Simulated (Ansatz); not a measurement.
CdF2 (Fm-3m), computed twice by G0W0.

```yaml
crystal:
  lattice:
    - [0.00000, 2.69400, 2.69400]
    - [2.69400, 0.00000, 2.69400]
    - [2.69400, 2.69400, 0.00000]
  atoms:
    - { symbol: Cd, position: [0.00000, 0.00000, 0.00000] }
    - { symbol: F, position: [0.25000, 0.25000, 0.25000] }
    - { symbol: F, position: [0.75000, 0.75000, 0.75000] }
```

The cell and positions come from the Crystallography Open Database and are kept as given unless a step says otherwise.

The first (Ansatz 0.2.0; start PBE+U(Cd-d,4), 6×6×6 mesh, 163 empty bands, screening to 150 eV, PAW set soft_1 files; 1 × NVIDIA H100 80GB HBM3 (shared by 6 runs) with 2 threads of AMD EPYC 7R13 (Zen 3), shared host) gave, on its mesh: starting gap 3.26 eV, G0W0 gap 5.47 eV, RPA ε∞ (mean) 2.73, 17 s.

Q: The second changes start from PBE+U(Cd-d,4) to PBE+U(Cd-d,6). What does it give?

It gave: starting gap 3.30 eV, G0W0 gap 5.52 eV, RPA ε∞ (mean) 2.72, 19 s. The G0W0 gap moves by +0.05 eV, +0.04 eV from the start and +0.01 eV from the correction. Σc changes by +0.01 eV at the valence top and +0.01 eV at the conduction bottom, and Σx − Vxc between them by +0.01 eV.

Limits: not at the basis limit; d shell near the gap, gap tends to lie low; no spin-orbit coupling.

[Paths, hosts, dates, memory and timing lines, banners, echoed tables and standing remarks are left out of the program output.]

[Logs are printed without paths, hosts, clocks, repeated set-up lines and the standing remarks that a program may print on its own settings, such as how far it seeks lower states.]

[Runs of the session that timed out or met a known fault of the program may be left out.]

[Cells called generated may have been cut or substituted from an entry of the Crystallography Open Database or the Materials Project.]

[Hosts, paths, dates, database ids (printed as entryN), source tags and the programs' standing remarks are cut or masked in the printed files.]
